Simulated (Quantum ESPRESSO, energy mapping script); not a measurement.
# CoO: energy mapping under PBE+U (3.5 eV), QE, GBRV

How strongly do the moments of CoO couple under PBE+U (3.5 eV), QE, GBRV? The plan is to run several orders and fit a Heisenberg model.

Calculated with Quantum ESPRESSO 7.5; PBE with U = 3.5 eV on Co d, ortho-atomic projectors; plane waves, U on orthogonalised atomic orbitals unless named otherwise, collinear spin, no spin–orbit coupling.

## 1. The structure

Symmetry: Fm-3m, No. 225, cubic system. Conventional cell: a = 4.263 Å, b = 4.263 Å, c = 4.263 Å, α = 90.00°, β = 90.00°, γ = 90.00°. Nearest to Co lie 6 O at 2.13 Å. Nearest to O lie 6 Co at 2.13 Å. Farther neighbours and most contacts between anions are not listed.

The U corrects the self-interaction that lets semilocal functionals spread d and f electrons too far. Its value here is typed, not computed. These runs use Quantum ESPRESSO.

## 2. Parallel start in cell A (4 atoms)

The parallel order is the zero of energy for this cell and mesh.

The potential files are GBRV's for PBE; pw.x takes the functional from them.

Input file pw.in:

```
&control
  calculation = 'scf'
  prefix = 'pw'
  outdir = './tmp/'
  pseudo_dir = './pseudo/'
  verbosity = 'low'
/
&system
  ibrav = 0
  nat = 4
  ntyp = 2
  ecutwfc = 45
  ecutrho = 360
  nbnd = 38
  occupations = 'smearing'
  smearing = 'fd'
  degauss = 0.00367493
  nspin = 2
  starting_magnetization(1) = 0.1765
/
&electrons
  conv_thr = 1.0e-08
  electron_maxstep = 120
  mixing_beta = 0.3
  mixing_mode = 'plain'
/
ATOMIC_SPECIES
  Co 58.9332 Co.upf
  O 15.9990 O.upf
CELL_PARAMETERS angstrom
  0.00000000 -2.13150000 -2.13150000
  0.00000000 2.13150000 -2.13150000
  4.26300000 0.00000000 0.00000000
ATOMIC_POSITIONS crystal
  Co 0.50000000 0.50000000 0.50000000
  Co 0.00000000 0.00000000 0.00000000
  O 0.50000000 0.50000000 0.00000000
  O 0.00000000 0.00000000 0.50000000
K_POINTS automatic
  10 10 7 0 0 0
HUBBARD {ortho-atomic}
U Co-3d 3.5
```

On the command line:

```
OMP_NUM_THREADS=1 mpirun -n 8 pw.x -nk 8 -in pw.in > pw.out
```

Log:

```text
Program PWSCF v.7.5 starts
[...]
unit-cell volume          =     261.4042 (a.u.)^3
     number of atoms/cell      =            4
[...]
number of electrons       =        46.00
     number of Kohn-Sham states=           38
     kinetic-energy cutoff     =      45.0000  Ry
     charge density cutoff     =     360.0000  Ry
     scf convergence threshold =      1.0E-08
[...]
Exchange-correlation= SLA  PW   PBE  PBE
[...]
Hubbard projectors: ortho-atomic
     Hubbard parameters of DFT+U (Dudarev formulation) in eV:
[...]
atomic species   magnetization
[...]
16 Sym. Ops., with inversion, found
[...]
number of k points=    84  Fermi-Dirac smearing, width (Ry)=  0.0037
[...]
Number of occupied Hubbard levels =   14.0000
     Atomic wfc used for Hubbard projectors are orthogonalized
[...]
iteration #  1     ecut=    45.00 Ry     beta= 0.30
[...]
Number of occupied Hubbard levels =   11.1418
     total energy              =    -657.61669088 Ry
     estimated scf accuracy    <      12.07794272 Ry
     total magnetization       =     7.32 Bohr mag/cell
     absolute magnetization    =     7.49 Bohr mag/cell
     iteration #  2     ecut=    45.00 Ry     beta= 0.30
[...]
total energy              =    -659.52797730 Ry
     estimated scf accuracy    <      10.09055272 Ry
     total magnetization       =     2.09 Bohr mag/cell
     absolute magnetization    =     2.14 Bohr mag/cell
     iteration #  3     ecut=    45.00 Ry     beta= 0.30
[...]
total energy              =    -661.12506627 Ry
     estimated scf accuracy    <       0.41373787 Ry
     total magnetization       =     6.04 Bohr mag/cell
     absolute magnetization    =     6.10 Bohr mag/cell
     iteration #  4     ecut=    45.00 Ry     beta= 0.30
[...]
total energy              =    -661.16272565 Ry
     estimated scf accuracy    <       0.11107740 Ry
     total magnetization       =     6.00 Bohr mag/cell
     absolute magnetization    =     6.04 Bohr mag/cell
     iteration #  5     ecut=    45.00 Ry     beta= 0.30
[...]
total energy              =    -661.18580100 Ry
     estimated scf accuracy    <       0.56629998 Ry
     total magnetization       =     5.64 Bohr mag/cell
     absolute magnetization    =     5.67 Bohr mag/cell
     iteration #  6     ecut=    45.00 Ry     beta= 0.30
[...]
total energy              =    -661.18915528 Ry
     estimated scf accuracy    <       0.16354416 Ry
     total magnetization       =     5.52 Bohr mag/cell
     absolute magnetization    =     5.56 Bohr mag/cell
     iteration #  7     ecut=    45.00 Ry     beta= 0.30
[...]
total energy              =    -661.19391983 Ry
     estimated scf accuracy    <       0.03338091 Ry
     total magnetization       =     5.70 Bohr mag/cell
     absolute magnetization    =     5.74 Bohr mag/cell
     iteration #  8     ecut=    45.00 Ry     beta= 0.30
[...]
total energy              =    -661.18478433 Ry
     estimated scf accuracy    <       0.03578469 Ry
     total magnetization       =     5.62 Bohr mag/cell
     absolute magnetization    =     5.67 Bohr mag/cell
     iteration #  9     ecut=    45.00 Ry     beta= 0.30
[...]
total energy              =    -661.18949585 Ry
     estimated scf accuracy    <       0.00573234 Ry
     total magnetization       =     5.86 Bohr mag/cell
     absolute magnetization    =     5.90 Bohr mag/cell
     iteration # 10     ecut=    45.00 Ry     beta= 0.30
[...]
total energy              =    -661.19005113 Ry
     estimated scf accuracy    <       0.00124657 Ry
     total magnetization       =     5.94 Bohr mag/cell
     absolute magnetization    =     5.98 Bohr mag/cell
[...]
total energy              =    -661.19040051 Ry
[...]
iteration # 17     ecut=    45.00 Ry     beta= 0.30
[...]
total energy              =    -661.19040280 Ry
     estimated scf accuracy    <       0.00000116 Ry
     total magnetization       =     5.99 Bohr mag/cell
     absolute magnetization    =     6.04 Bohr mag/cell
     iteration # 18     ecut=    45.00 Ry     beta= 0.30
[...]
total energy              =    -661.19040295 Ry
     estimated scf accuracy    <       0.00000015 Ry
     total magnetization       =     5.99 Bohr mag/cell
     absolute magnetization    =     6.04 Bohr mag/cell
     iteration # 19     ecut=    45.00 Ry     beta= 0.30
[...]
total energy              =    -661.19040297 Ry
     estimated scf accuracy    <       0.00000001 Ry
     total magnetization       =     5.99 Bohr mag/cell
     absolute magnetization    =     6.04 Bohr mag/cell
     iteration # 20     ecut=    45.00 Ry     beta= 0.30
[...]
total energy              =    -661.19040298 Ry
     estimated scf accuracy    <       0.00000002 Ry
     total magnetization       =     5.99 Bohr mag/cell
     absolute magnetization    =     6.04 Bohr mag/cell
     iteration # 21     ecut=    45.00 Ry     beta= 0.30
[...]
Magnetic moment per site  (integrated on atomic sphere of radius R)
     atom   1 (R=0.292)  charge= 14.5954  magn=  2.6123
     atom   2 (R=0.292)  charge= 14.5955  magn=  2.6123
     atom   3 (R=0.292)  charge=  5.7897  magn=  0.2789
     atom   4 (R=0.292)  charge=  5.7897  magn=  0.2789
     End of self-consistent calculation
     =================== HUBBARD OCCUPATIONS ===================
     ------------------------ ATOM    1 ------------------------
     Tr[ns(  1)] (up, down, total) =   4.97602  2.30785  7.28387
     Atomic magnetic moment for atom   1 =   2.66816
     SPIN  1
     eigenvalues:
       0.995  0.995  0.995  0.995  0.995
     eigenvectors (columns):
      -0.000  0.000 -0.000 -0.866 -0.500
      -0.262  0.965 -0.000  0.000  0.000
      -0.000  0.000  1.000 -0.000  0.000
       0.000  0.000 -0.000 -0.500  0.866
       0.965  0.262  0.000  0.000 -0.000
     occupation matrix ns (before diag.):
       0.995 -0.000 -0.000 -0.000  0.000
      -0.000  0.995 -0.000  0.000  0.000
      -0.000 -0.000  0.995  0.000  0.000
      -0.000  0.000  0.000  0.995 -0.000
[...]
SPIN  2
     eigenvalues:
[...]
eigenvectors (columns):
[...]
occupation matrix ns (before diag.):
[...]
------------------------ ATOM    2 ------------------------
     Tr[ns(  2)] (up, down, total) =   4.97602  2.30792  7.28394
     Atomic magnetic moment for atom   2 =   2.66810
     SPIN  1
     eigenvalues:
[...]
eigenvectors (columns):
[...]
occupation matrix ns (before diag.):
[...]
SPIN  2
     eigenvalues:
[...]
eigenvectors (columns):
[...]
occupation matrix ns (before diag.):
       0.128 -0.000 -0.000  0.000  0.000
      -0.000  0.684 -0.000  0.000  0.000
      -0.000 -0.000  0.684  0.000  0.000
       0.000  0.000  0.000  0.128 -0.000
       0.000  0.000  0.000 -0.000  0.684
     Number of occupied Hubbard levels =   14.5678
     Number of k-points >= 100: set verbosity='high' to print the bands.
     the Fermi energy is    13.1918 ev
!    total energy              =    -661.19040298 Ry
     estimated scf accuracy    <          2.0E-09 Ry
     smearing contrib. (-TS)   =      -0.00522223 Ry
     internal energy E=F+TS    =    -661.18518075 Ry
     The total energy is F=E-TS. E is the sum of the following terms:
     one-electron contribution =    -365.81835351 Ry
     hartree contribution      =     209.60413520 Ry
     xc contribution           =     -80.07566963 Ry
     ewald contribution        =    -425.12572344 Ry
     Hubbard energy            =       0.23043063 Ry
     total magnetization       =     5.99 Bohr mag/cell
     absolute magnetization    =     6.04 Bohr mag/cell
     convergence has been achieved in  21 iterations
=------------------------------------------------------------------------------=
   JOB DONE.
=------------------------------------------------------------------------------=
```

Wall time 55 s (8 MPI ranks of Arm Neoverse N1, shared host); peak memory 0.77 GiB.

Spin moment in the sphere by atom:

| atom | spin moment in the sphere (μB) |
| --- | --- |
| Co1 | 2.61 |
| Co2 | 2.61 |
| O3 | 0.28 |
| O4 | 0.28 |

The run ends ferromagnetic.

## 3. Order 2: compensated +−, cell A of 4 atoms

This order reverses 8 of the 12 neighbours at 3.01 Å, 0 of the 6 neighbours at 4.26 Å and 16 of the 24 neighbours at 5.22 Å, counted for an average magnetic atom.

Edit pw.in of step 2 so:

```diff
@@ -10,6 +10,6 @@
   nat = 4
-  ntyp = 2
+  ntyp = 3
   ecutwfc = 45
   ecutrho = 360
-  nbnd = 38
+  nbnd = 35
   occupations = 'smearing'
@@ -19,2 +19,3 @@
   starting_magnetization(1) = 0.1765
+  starting_magnetization(2) = -0.1765
 /
@@ -27,3 +28,4 @@
 ATOMIC_SPECIES
-  Co 58.9332 Co.upf
+  Co1 58.9332 Co.upf
+  Co2 58.9332 Co.upf
   O 15.9990 O.upf
@@ -34,4 +36,4 @@
 ATOMIC_POSITIONS crystal
-  Co 0.50000000 0.50000000 0.50000000
-  Co 0.00000000 0.00000000 0.00000000
+  Co1 0.50000000 0.50000000 0.50000000
+  Co2 0.00000000 0.00000000 0.00000000
   O 0.50000000 0.50000000 0.00000000
@@ -41,2 +43,3 @@
 HUBBARD {ortho-atomic}
-U Co-3d 3.5
+U Co1-3d 3.5
+U Co2-3d 3.5
```

Log:

```text
[banner, memory and clock lines left out]
Program PWSCF v.7.5 starts
[...]
unit-cell volume          =     261.4042 (a.u.)^3
     number of atoms/cell      =            4
[...]
number of electrons       =        46.00
     number of Kohn-Sham states=           35
     kinetic-energy cutoff     =      45.0000  Ry
     charge density cutoff     =     360.0000  Ry
     scf convergence threshold =      1.0E-08
[...]
Exchange-correlation= SLA  PW   PBE  PBE
[...]
Hubbard projectors: ortho-atomic
     Hubbard parameters of DFT+U (Dudarev formulation) in eV:
[...]
atomic species   magnetization
[...]
16 Sym. Ops., with inversion, found
[...]
number of k points=    84  Fermi-Dirac smearing, width (Ry)=  0.0037
[...]
Number of occupied Hubbard levels =   14.0000
     Atomic wfc used for Hubbard projectors are orthogonalized
[...]
iteration #  1     ecut=    45.00 Ry     beta= 0.30
[...]
Number of occupied Hubbard levels =   11.0137
     total energy              =    -657.45340727 Ry
     estimated scf accuracy    <      12.29053164 Ry
     total magnetization       =     0.00 Bohr mag/cell
     absolute magnetization    =     7.64 Bohr mag/cell
     iteration #  2     ecut=    45.00 Ry     beta= 0.30
[...]
total energy              =    -659.40990670 Ry
     estimated scf accuracy    <      11.00471962 Ry
     total magnetization       =     0.00 Bohr mag/cell
     absolute magnetization    =     2.05 Bohr mag/cell
     iteration #  3     ecut=    45.00 Ry     beta= 0.30
[...]
total energy              =    -661.10609459 Ry
     estimated scf accuracy    <       0.38834101 Ry
     total magnetization       =    -0.01 Bohr mag/cell
     absolute magnetization    =     5.86 Bohr mag/cell
[...]
total energy              =    -661.18410147 Ry
[...]
iteration # 38     ecut=    45.00 Ry     beta= 0.30
[...]
total energy              =    -661.18410148 Ry
     estimated scf accuracy    <       0.00000007 Ry
     total magnetization       =    -0.00 Bohr mag/cell
     absolute magnetization    =     5.12 Bohr mag/cell
     iteration # 39     ecut=    45.00 Ry     beta= 0.30
[...]
Magnetic moment per site  (integrated on atomic sphere of radius R)
     atom   1 (R=0.292)  charge= 14.6349  magn=  2.3801
     atom   2 (R=0.292)  charge= 14.6350  magn= -2.3801
     atom   3 (R=0.292)  charge=  5.7611  magn= -0.0430
     atom   4 (R=0.292)  charge=  5.7611  magn=  0.0430
     End of self-consistent calculation
     =================== HUBBARD OCCUPATIONS ===================
     ------------------------ ATOM    1 ------------------------
     Tr[ns(  1)] (up, down, total) =   4.90542  2.45311  7.35853
     Atomic magnetic moment for atom   1 =   2.45231
     SPIN  1
     eigenvalues:
       0.958  0.967  0.993  0.993  0.994
     eigenvectors (columns):
       0.866 -0.500 -0.000  0.000  0.000
       0.000 -0.000  0.228 -0.974  0.000
[...]
occupation matrix ns (before diag.):
[...]
SPIN  2
     eigenvalues:
[...]
eigenvectors (columns):
[...]
occupation matrix ns (before diag.):
[...]
------------------------ ATOM    2 ------------------------
     Tr[ns(  2)] (up, down, total) =   2.45316  4.90547  7.35863
     Atomic magnetic moment for atom   2 =  -2.45231
     SPIN  1
     eigenvalues:
[...]
eigenvectors (columns):
[...]
occupation matrix ns (before diag.):
[...]
SPIN  2
     eigenvalues:
[...]
eigenvectors (columns):
[...]
occupation matrix ns (before diag.):
[...]
-0.004  0.000  0.000  0.965 -0.000
       0.000  0.000  0.000 -0.000  0.993
     Number of occupied Hubbard levels =   14.7172
     Number of k-points >= 100: set verbosity='high' to print the bands.
     the Fermi energy is    13.0773 ev
!    total energy              =    -661.18410148 Ry
     estimated scf accuracy    <          9.7E-09 Ry
     smearing contrib. (-TS)   =      -0.00583151 Ry
     internal energy E=F+TS    =    -661.17826997 Ry
     The total energy is F=E-TS. E is the sum of the following terms:
     one-electron contribution =    -366.41414418 Ry
     hartree contribution      =     210.20197399 Ry
     xc contribution           =     -80.05957957 Ry
     ewald contribution        =    -425.12572344 Ry
     Hubbard energy            =       0.21920322 Ry
     total magnetization       =    -0.00 Bohr mag/cell
     absolute magnetization    =     5.12 Bohr mag/cell
     convergence has been achieved in  39 iterations
```

The job ended after 94 s (8 MPI ranks; peak memory 0.78 GiB).

Spin moment in the sphere by atom:

| atom | spin moment in the sphere (μB) |
| --- | --- |
| Co1 | 2.38 |
| Co2 | -2.38 |
| O3 | -0.04 |
| O4 | 0.04 |

The run ends antiferromagnetic, 44.94 meV a magnetic atom above the parallel order of its cell, a difference that unlike orbital or electronic states can set, not exchange alone (energies taken at zero occupation width, not the printed F).

## 4. Run 3 (parallel; cell B, 4 atoms)

The parallel order again, as the reference for this cell.

This run holds the same structure in another cell (c 4.263 → 5.221 Å, α 90.0 → 73.2°, β 90.0 → 73.2°, γ 90.0 → 60.0°).

Input file pw.in:

```
&control
  calculation = 'scf'
  prefix = 'pw'
  outdir = './tmp/'
  pseudo_dir = './pseudo/'
  verbosity = 'low'
/
&system
  ibrav = 0
  nat = 4
  ntyp = 2
  ecutwfc = 45
  ecutrho = 360
  nbnd = 38
  occupations = 'smearing'
  smearing = 'fd'
  degauss = 0.00367493
  nspin = 2
  starting_magnetization(1) = 0.1765
/
&electrons
  conv_thr = 1.0e-08
  electron_maxstep = 120
  mixing_beta = 0.3
  mixing_mode = 'plain'
/
ATOMIC_SPECIES
  Co 58.9332 Co.upf
  O 15.9990 O.upf
CELL_PARAMETERS angstrom
  0.00000000 -2.13150000 -2.13150000
  -2.13150000 0.00000000 -2.13150000
  2.13150000 2.13150000 -4.26300000
ATOMIC_POSITIONS crystal
  Co 0.50000000 0.50000000 0.50000000
  Co 0.00000000 0.00000000 0.00000000
  O 0.75000000 0.75000000 0.75000000
  O 0.25000000 0.25000000 0.25000000
K_POINTS automatic
  11 11 11 0 0 0
HUBBARD {ortho-atomic}
U Co-3d 3.5
```

Log:

```text
[banner, memory and clock lines left out]
Program PWSCF v.7.5 starts
[...]
unit-cell volume          =     261.4042 (a.u.)^3
     number of atoms/cell      =            4
[...]
number of electrons       =        46.00
     number of Kohn-Sham states=           38
     kinetic-energy cutoff     =      45.0000  Ry
     charge density cutoff     =     360.0000  Ry
[...]
The total energy is F=E-TS. E is the sum of the following terms:
     one-electron contribution =    -365.81959727 Ry
     hartree contribution      =     209.60536567 Ry
     xc contribution           =     -80.07561788 Ry
     ewald contribution        =    -425.12572344 Ry
     Hubbard energy            =       0.23042510 Ry
     total magnetization       =     5.99 Bohr mag/cell
     absolute magnetization    =     6.04 Bohr mag/cell
     convergence has been achieved in  19 iterations
[key lines of the parts left out:]
!    total energy              =    -661.19039278 Ry
the Fermi energy is    13.1916 ev
```

The job ended after 1.7 min (8 MPI ranks; peak memory 0.92 GiB).

The run ends ferromagnetic. For each magnetic atom its energy differs from the parallel run of the first cell by 0.15 meV, an error that one common reference would have brought in.

## 5. Run 4 (compensated +−; cell B, 4 atoms)

This order reverses 6 of the 12 neighbours at 3.01 Å, 6 of the 6 neighbours at 4.26 Å and 12 of the 24 neighbours at 5.22 Å, counted for an average magnetic atom.

Edit pw.in of step 4 so:

```diff
@@ -10,6 +10,6 @@
   nat = 4
-  ntyp = 2
+  ntyp = 3
   ecutwfc = 45
   ecutrho = 360
-  nbnd = 38
+  nbnd = 35
   occupations = 'smearing'
@@ -19,2 +19,3 @@
   starting_magnetization(1) = 0.1765
+  starting_magnetization(2) = -0.1765
 /
@@ -27,3 +28,4 @@
 ATOMIC_SPECIES
-  Co 58.9332 Co.upf
+  Co1 58.9332 Co.upf
+  Co2 58.9332 Co.upf
   O 15.9990 O.upf
@@ -34,4 +36,4 @@
 ATOMIC_POSITIONS crystal
-  Co 0.50000000 0.50000000 0.50000000
-  Co 0.00000000 0.00000000 0.00000000
+  Co1 0.50000000 0.50000000 0.50000000
+  Co2 0.00000000 0.00000000 0.00000000
   O 0.75000000 0.75000000 0.75000000
@@ -41,2 +43,3 @@
 HUBBARD {ortho-atomic}
-U Co-3d 3.5
+U Co1-3d 3.5
+U Co2-3d 3.5
```

Log:

```text
[banner, memory and clock lines left out]
Program PWSCF v.7.5 starts
[...]
unit-cell volume          =     261.4042 (a.u.)^3
     number of atoms/cell      =            4
[...]
number of electrons       =        46.00
     number of Kohn-Sham states=           35
     kinetic-energy cutoff     =      45.0000  Ry
     charge density cutoff     =     360.0000  Ry
[...]
The total energy is F=E-TS. E is the sum of the following terms:
     one-electron contribution =    -365.97773887 Ry
     hartree contribution      =     209.72853405 Ry
     xc contribution           =     -80.05475643 Ry
     ewald contribution        =    -425.12572344 Ry
     Hubbard energy            =       0.23834488 Ry
     total magnetization       =    -0.00 Bohr mag/cell
     absolute magnetization    =     5.44 Bohr mag/cell
     convergence has been achieved in  21 iterations
[key lines of the parts left out:]
!    total energy              =    -661.19619497 Ry
the Fermi energy is    13.1670 ev
```

Elapsed: 1.7 min, on 8 MPI ranks; peak memory 0.93 GiB; 12 min of CPU time.

The run ends antiferromagnetic, 40.80 meV a magnetic atom below the parallel order of its cell, a difference that unlike orbital or electronic states can set, not exchange alone (energies taken at zero occupation width, not the printed F).

(Continued in part 2 of 2.)

[Logs and program files are shortened in this print: banners, set-up blocks, solver, clock and traceback lines can be left out without a mark of their own.]

[Logs are printed without paths, hosts, clocks, repeated set-up lines and the standing remarks that a program may print on its own settings, such as how far it seeks lower states.]

[Hosts, paths, dates, database ids (printed as entryN), source tags and the programs' standing remarks are cut or masked in the printed files.]

[Where a cell is said to come from a database of computed structures, the database is the Materials Project.]
